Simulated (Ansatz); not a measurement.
# LiZrBr3 (built on the sites of a database entry of CsSnBr3): following an unstable mode, part 2 of 2

Wanted: the energy along a soft mode of LiZrBr3 (built on the sites of a database entry of CsSnBr3) and the structure at the end.

Ansatz 0.2.0; DFT PBEsol, scalar-relativistic, plane waves, norm-conserving pseudopotentials.

So far, highest frequency on the path or at a solved wavevector (cm⁻¹): step 2 (response at finite wavevector) 254. Also lowest frequency on the path (cm⁻¹): step 2 -154.

The structure was built from a prototype and need not be the compound's stable phase.

**5. Energy along the mode, all amplitudes (two of the runs are shown above)**

An imaginary frequency means negative curvature, so the energy should fall and then rise again as anharmonic terms take over.

Numbers from this step:

| Property | Result |
| --- | --- |
| depth at the lowest point sampled | 19.56 meV/atom |
| largest atomic shift at that point | 0.6 Å |

Table of energy from the parent by largest atomic shift:

```
largest atomic shift (Å)  energy from the parent (meV/atom)
                   0.000                                  0
                   0.040                             -0.094
                   0.080                             -0.377
                   0.140                              -1.15
                   0.220                              -2.82
                   0.320                              -5.90
                   0.450                              -11.4
                   0.600                              -19.6
```

Displacement at unit largest shift by atom:

```
atom  x (Å)  y (Å)  z (Å)  size
 Li1   0.00  -1.00   0.00  1.00
 Li2   0.00   1.00   0.00  1.00
 Zr3   0.00   0.00   0.00  0.00
 Zr4   0.00   0.00   0.00  0.00
 Br5   0.00   0.00   0.00  0.00
 Br6   0.00   0.00   0.00  0.00
 Br7   0.04   0.00   0.00  0.04
 Br8  -0.04   0.00   0.00  0.04
 Br9   0.00   0.00   0.04  0.04
Br10   0.00   0.00  -0.04  0.04
```

The lowest of the steps tried is the last one, at 0.6 Å, 19.6 meV/atom below the parent; the bottom of the well need not coincide with a step.

**6. Relaxation from the frozen mode**

Starting from the lowest point found, all atoms and the cell are let go, so that strain and other modes of the same symmetry can join in.

The input, input.yaml:

```yaml
crystal:
  lattice:
    - [5.2880942881, 5.2880942881, 0.0]
    - [5.2880942881, 0.0, 5.2880942881]
    - [5.2880942881, 0.0, -5.2880942881]
  atoms:
    - { symbol: Li, position: [-0.1134624247, 0.0567312124, 0.0567312124] }
    - { symbol: Li, position: [0.1134624247, 0.4432687876, 0.4432687876] }
    - { symbol: Zr, position: [0.5, 0.25, 0.75] }
    - { symbol: Zr, position: [0.5, 0.75, 0.25] }
    - { symbol: Br, position: [0.0, 0.0, 0.5] }
    - { symbol: Br, position: [0.0, 0.5, 0.0] }
    - { symbol: Br, position: [0.5, 0.0021751193, 1.0021751193] }
    - { symbol: Br, position: [0.5, 0.4978248807, 0.4978248807] }
    - { symbol: Br, position: [0.5, 0.0021751193, 0.4978248807] }
    - { symbol: Br, position: [0.5, 0.4978248807, 0.0021751193] }
kpoints:
  mp_grid: { grid: [8, 8, 8] }
hamiltonian:
  xc: pbesol
  pseudopotentials: { kind: nc }
scf:
  occupations: { method: methfessel_paxton, width: 0.2 }
output:
  forces: true
  stress: true
  eigenvalues: true
relax:
  adjacent_minimum: "off"
  f_tol: 0.002
  max_steps: 120
  cell: { stress_tol: 0.03 }
```

Run with:

```
> ansatz run input.yaml --threads 4 --pin off --max-ram 14336MiB --backend cpu --events-out ev --progress --plain --runs-dir out
```

Numbers of over 12 decimals in the logs are rounded to 6 here.

Log:

```text
[...]
Crystal: 10 atoms, lattice volume = 295.752 Å³
Basis set: ecut = 1006.821291 eV, 21595 PW (Γ), exchange–correlation on 160×160×160 points (8 copies of the dense FFT grid, shifted against one another)
Bands: 46, of which v1, the nominal top of the filled ones, is band 36 counted from 1 (35 counted from 0)
Symmetry: 16 space group operations
[...]
k-points: 59 of 512
[...]
SCF iter   1: F=—  HF=-5725.496037 eV  |F-HF|=—  |Δ(HF+E_count)|=         —  Δρ=6.40e-2  dr2=3.29e1  ethr=3.10e-3  ⟨swp⟩=7.5  Hψ=11686  notcnv=0
[...]
SCF iter  11: F=-5717.833192 eV  HF=-5717.833191 eV  |F-HF|=7.63e-8  |Δ(HF+E_count)|=   1.11e-7  S|Δr|=    0.00e0  Δρ=3.27e-6  dr2=7.90e-8  ethr=1.39e-10  ⟨swp⟩=9.6  Hψ=16139  notcnv=0
SCF 1 converged in 11 iterations: F = -5717.833192 eV  dr2 = 7.90e-8
relax step   1: F+E_penalty+E_count = -5717.83319157 eV  Δ(F+E_penalty+E_count) = +0.000e0 eV  max|allowed force component| = 2.869e-1 eV/Å  Δτ_max = 0.0000 Å  P = +0.075 GPa  Ω = 295.752 Å³  (11 SCF iters, dr2 threshold 1.00e-7 eV, accepted)
Crystal: 10 atoms, lattice volume = 298.724 Å³
Basis set: ecut = 1006.821291 eV, 21643 PW (Γ), exchange–correlation on 160×160×160 points (8 copies of the dense FFT grid, shifted against one another)
[...]
SCF iter   5: F=-5717.988614 eV  HF=-5717.988614 eV  |F-HF|=1.26e-7  |Δ(HF+E_count)|=   1.85e-6  S|Δr|=    0.00e0  Δρ=1.32e-5  dr2=5.24e-7  ethr=1.39e-9  ⟨swp⟩=9.9  Hψ=17420  notcnv=0
SCF 2 converged in 5 iterations: F = -5717.988614 eV  dr2 = 5.24e-7
relax step   2: F+E_penalty+E_count = -5717.98861361 eV  Δ(F+E_penalty+E_count) = -1.554e-1 eV  max|allowed force component| = 3.536e-1 eV/Å  Δτ_max = 0.1941 Å  P = -0.190 GPa  Ω = 298.724 Å³  energy of the carried Pulay correction = -9.054e-5 eV  (5 SCF iters, dr2 threshold 1.00e-6 eV, accepted)
Crystal: 10 atoms, lattice volume = 299.447 Å³
Basis set: ecut = 1006.821291 eV, 21739 PW (Γ), exchange–correlation on 160×160×160 points (8 copies of the dense FFT grid, shifted against one another)
[...]
SCF iter   6: F=-5718.126426 eV  HF=-5718.126427 eV  |F-HF|=4.51e-8  |Δ(HF+E_count)|=   4.43e-9  S|Δr|=    0.00e0  Δρ=4.07e-6  dr2=6.85e-8  ethr=1.39e-9  ⟨swp⟩=10.6  Hψ=14671  notcnv=0
the search or the solves at the SCF's close seem to have found levels that the self-consistency loop had missed (the run counts 1). By its estimate they hold under 1e-12 electrons; where the run keeps them, the occupations were computed again with them
SCF 3 converged in 6 iterations: F = -5718.126426 eV  dr2 = 6.85e-8
relax step   3: F+E_penalty+E_count = -5718.12642648 eV  Δ(F+E_penalty+E_count) = -1.378e-1 eV  max|allowed force component| = 3.104e-1 eV/Å  Δτ_max = 0.1985 Å  P = -0.154 GPa  Ω = 299.447 Å³  energy of the carried Pulay correction = -1.124e-4 eV  (6 SCF iters, dr2 threshold 1.00e-6 eV, accepted)
[...]
relax step   4: F+E_penalty+E_count = -5718.23854698 eV  Δ(F+E_penalty+E_count) = -1.121e-1 eV  max|allowed force component| = 1.510e-1 eV/Å  Δτ_max = 0.1951 Å  P = +0.289 GPa  Ω = 298.870 Å³  energy of the carried Pulay correction = -9.497e-5 eV  (6 SCF iters, dr2 threshold 1.00e-6 eV, accepted)
[...]
relax step   5: F+E_penalty+E_count = -5718.22639372 eV  Δ(F+E_penalty+E_count) = +1.215e-2 eV  max|allowed force component| = 2.524e-1 eV/Å  Δτ_max = 0.1935 Å  P = -0.245 GPa  Ω = 304.420 Å³  energy of the carried Pulay correction = -2.616e-4 eV  (6 SCF iters, dr2 threshold 1.00e-6 eV, rejected (line search))
[...]
relax step   6: F+E_penalty+E_count = -5718.25601154 eV  Δ(F+E_penalty+E_count) = -1.746e-2 eV  max|allowed force component| = 3.578e-2 eV/Å  Δτ_max = 0.0737 Å  P = -0.031 GPa  Ω = 301.909 Å³  energy of the carried Pulay correction = -1.866e-4 eV  (9 SCF iters, accepted)
[...]
relax step   7: F+E_penalty+E_count = -5718.25658170 eV  Δ(F+E_penalty+E_count) = -5.702e-4 eV  max|allowed force component| = 1.150e-2 eV/Å  Δτ_max = 0.0231 Å  P = +0.025 GPa  Ω = 301.755 Å³  energy of the carried Pulay correction = -1.819e-4 eV  (5 SCF iters, dr2 threshold 8.00e-8 eV, accepted)
[...]
relax step   8: F+E_penalty+E_count = -5718.25666437 eV  Δ(F+E_penalty+E_count) = -8.266e-5 eV  max|allowed force component| = 7.144e-4 eV/Å  Δτ_max = 0.0051 Å  P = -0.000 GPa  Ω = 301.856 Å³  energy of the carried Pulay correction = -1.850e-4 eV  (5 SCF iters, dr2 threshold 8.26e-9 eV, accepted)
[...]
SCF iter   4: F=-5718.256868 eV  HF=-5718.256868 eV  |F-HF|=1.27e-11  |Δ(HF+E_count)|=  1.27e-11  S|Δr|=    0.00e0  Δρ=5.77e-8  dr2=1.48e-11  ethr=1.00e-12  ⟨swp⟩=9.3  Hψ=13092  notcnv=0
SCF 9 converged in 4 iterations: F = -5718.256868 eV  dr2 = 1.48e-11
relax step   9: F+E_penalty+E_count = -5718.25686846 eV  Δ(F+E_penalty+E_count) = -2.041e-4 eV  max|allowed force component| = 6.900e-4 eV/Å  Δτ_max = 0.0000 Å  P = +0.001 GPa  Ω = 301.856 Å³  stress off target by 1.60e-3 GPa  SCF on the basis re-selected at this cell (its energy is not comparable with the rows above)  (4 SCF iters)
basis re-selected at this cell: Δ(F+E_penalty+E_count) = -2.041e-4 eV, ΔP = +0.001 GPa vs the last step (what re-selecting the basis moved, of the pressure what is left beyond the Pulay correction that the steps carried, after the strain that the cell walked since its last selection, with what the two solves' SCF thresholds leave and, on support functions, any second-order correction that the steps lacked; it is no m [...]
SCF converged after 4 iterations
[...]
Free energy (F): -5718.256868 eV
[...]
Internal energy: -5718.283245 eV  (E = F + TS)
E sigma→0 (E₀):  -5718.263463 eV
Entropy (-TS):   0.026376 eV (2.638 meV/atom)
Fermi energy:    6.206332 eV
[...]
--- Forces (eV/Å), atoms counted from 1 ---
  atom   1  Li     0.00000000     0.00069004     0.00000000
  atom   2  Li     0.00000000    -0.00069004    -0.00000000
  atom   3  Zr    -0.00000000     0.00000000     0.00000000
  atom   4  Zr     0.00000000    -0.00000000     0.00000000
  atom   5  Br     0.00000000    -0.00000000     0.00000000
  atom   6  Br    -0.00000000     0.00000000     0.00000000
  atom   7  Br    -0.00035905     0.00000000     0.00000000
  atom   8  Br     0.00035905    -0.00000000    -0.00000000
  atom   9  Br     0.00000000    -0.00000000    -0.00035905
  atom  10  Br    -0.00000000     0.00000000     0.00035905
  max |Σ_I F_I| component: 2.17e-19 eV/Å
--- Stress (GPa, compression-positive) ---
        0.001601      -0.000000       0.000000
       -0.000000       0.000067      -0.000000
        0.000000      -0.000000       0.001601
  P = ⅓ Tr σ = 0.0011 GPa (0.011 kbar)
--- Band table (eV; the first three rows and the last of 59) ---
  k-point 0: bands = [... 32 lower, 2.2879, 2.2879, 5.2096, 5.2257, 5.2257, 6.1112, 6.7317, 6.8733, ... 6 higher]
  k-point 1: bands = [... 32 lower, 2.2293, 2.2481, 5.3046, 5.3267, 5.3418, 6.2074, 6.8277, 6.9833, ... 6 higher]
  k-point 2: bands = [... 32 lower, 2.0766, 2.1428, 5.5157, 5.5915, 5.6415, 6.4015, 6.9915, 7.0617, ... 6 higher]
  k-point 58: bands = [... 32 lower, 1.3942, 1.8987, 5.2577, 6.4686, 6.7244, 6.7244, 6.7866, 6.7866, ... 6 higher]
--- Relaxed structure (8 steps of the walk, 7 accepted, 1 SCFs on fresh bases) ---
  F+E_penalty+E_count = -5718.25686846 eV   max|allowed force component| = 6.900e-4 eV/Å   (the final SCF, on the basis selected at the relaxed cell)
  cell:  # Å, volume = 301.8561 Å³
    - [5.326013, 5.320661, 0]
    - [5.326013, 0, 5.326013]
    - [5.326013, 0, -5.326013]
  atoms:
    - { symbol: Li, position: [-0.241952, 0.120976, 0.120976] }
    - { symbol: Li, position: [0.241952, 0.379024, 0.379024] }
    - { symbol: Zr, position: [0.500000, 0.25, 0.75] }
    - { symbol: Zr, position: [0.500000, 0.75, 0.25] }
    - { symbol: Br, position: [9.841296588908344e-19, 0.0, 0.5] }
    - { symbol: Br, position: [9.841296588908338e-19, 0.5, 0.0] }
    - { symbol: Br, position: [0.500000, 0.015312, 1.015312] }
    - { symbol: Br, position: [0.500000, 0.484688, 0.484688] }
    - { symbol: Br, position: [0.500000, 0.015312, 0.484688] }
    - { symbol: Br, position: [0.500000, 0.484688, 0.015312] }
```

Run time: 7.1 min. Hardware: 4 threads of Arm Neoverse V1, shared host; peak memory 2.8 GiB; 28 min of CPU time.

Step by step:

```
step  energy less that of the first step (eV)  largest force component (eV/Å)  pressure (GPa)  volume (Å³)
   1                                   0.0000                          0.2869            0.07       295.75
   2                                  -0.1554                          0.3536           -0.19       298.72
   3                                  -0.2932                          0.3104           -0.15       299.45
   4                                  -0.4054                          0.1510            0.29       298.87
   5                                  -0.3932                          0.2524           -0.24       304.42
   6                                  -0.4228                          0.0358           -0.03       301.91
   7                                  -0.4234                          0.0115            0.03       301.75
   8                                  -0.4235                          0.0007            0.00       301.86
  9*                                  -0.4237                          0.0007            0.00       301.86
```

Relaxation steps marked * repeat the geometry before them on a plane-wave basis chosen anew for their cell, so energy and pressure can jump there. Relaxation step 5 was tried and not accepted.

Forces are held to the 16 operations that the run works with; a distortion that breaks them can't arise in this run.

```
conventional cell, symmetrised  before   after  change
                         a (Å)   7.478   7.532  +0.7 %
                         b (Å)   7.478   7.532  +0.7 %
                         c (Å)  10.576  10.641  +0.6 %
              volume (Å³/atom)   29.58   30.19  +2.1 %
```

The atoms that moved most (Å, as changes of fractional coordinates times the final cell):

```
atom      dx      dy      dz  length
 Li1   0.000  -0.684   0.000   0.684
 Li2   0.000   0.684   0.000   0.684
 Br7   0.140   0.000   0.000   0.140
 Br9   0.000   0.000   0.140   0.140
Br10   0.000   0.000  -0.140   0.140
 Br8  -0.140   0.000   0.000   0.140
```

The relaxed structure:

```
Li Zr Br
1.0
     5.32601    5.32066    0.00000
     5.32601    0.00000    5.32601
     5.32601    0.00000   -5.32601
Li Zr Br
2 2 6
Direct
  0.75805 0.12098 0.12098
  0.24195 0.37902 0.37902
  0.50000 0.25000 0.75000
  0.50000 0.75000 0.25000
  0.00000 0.00000 0.50000
  0.00000 0.50000 0.00000
  0.50000 0.01531 0.01531
  0.50000 0.48469 0.48469
  0.50000 0.01531 0.48469
  0.50000 0.48469 0.01531
```

Numbers from this step:

* pressure: 0.001089 GPa
* volume per atom: 30.19 Å³

The distorted start has space group I4/mmm; the relaxation ends in I4/mmm.

**7. Outcome**

```yaml
unstable_mode_of_the_parent: q = (-0.5, -0.5, -0.5), 151i cm⁻¹
depth_at_the_lowest_point_sampled: 19.6 meV/atom
largest_atomic_shift_at_that_point: 0.6 Å
space_group_reached_within_0p01_a: I4/mmm
energy_gained_over_the_parent_first_relaxation_on_the_mesh_of_the_frozen_mode: 62.5 meV/atom
volume_per_atom_phase_reached: 30.2 Å³
```

What this shows: Along this mode the structure falls into I4/mmm, 62.5 meV/atom below the parent. At the parent's cell the well is 19.56 meV/atom deep on the steps tried, with its lowest point at a shift of 0.6 Å. That is the last step tried, so the steps alone don't bracket the bottom of the well. Relaxing atoms and cell changes the gain by +42.89 meV/atom against the lowest step (energies at zero smearing). Most of the total comes from this relaxation. The modes of the phase reached were not computed on this path. Of the 4 patterns followed to their end from this parent, this one ends 51.8 meV/atom above the lowest, R3m. Each path keeps the symmetry of its pattern, so a lower phase may lie along a pattern not tried. With no gap, or one that is small against the smearing, the frequencies hang on the k mesh and the smearing, most of all near Kohn anomalies. The starting cell was built on a prototype and not taken from a measurement, so the phase need not exist.

[Logs are printed without paths, hosts, clocks, repeated set-up lines and the standing remarks that a program may print on its own settings, such as how far it seeks lower states.]

[Hosts, paths, dates, database ids (printed as entryN), source tags and the programs' standing remarks are cut or masked in the printed files.]
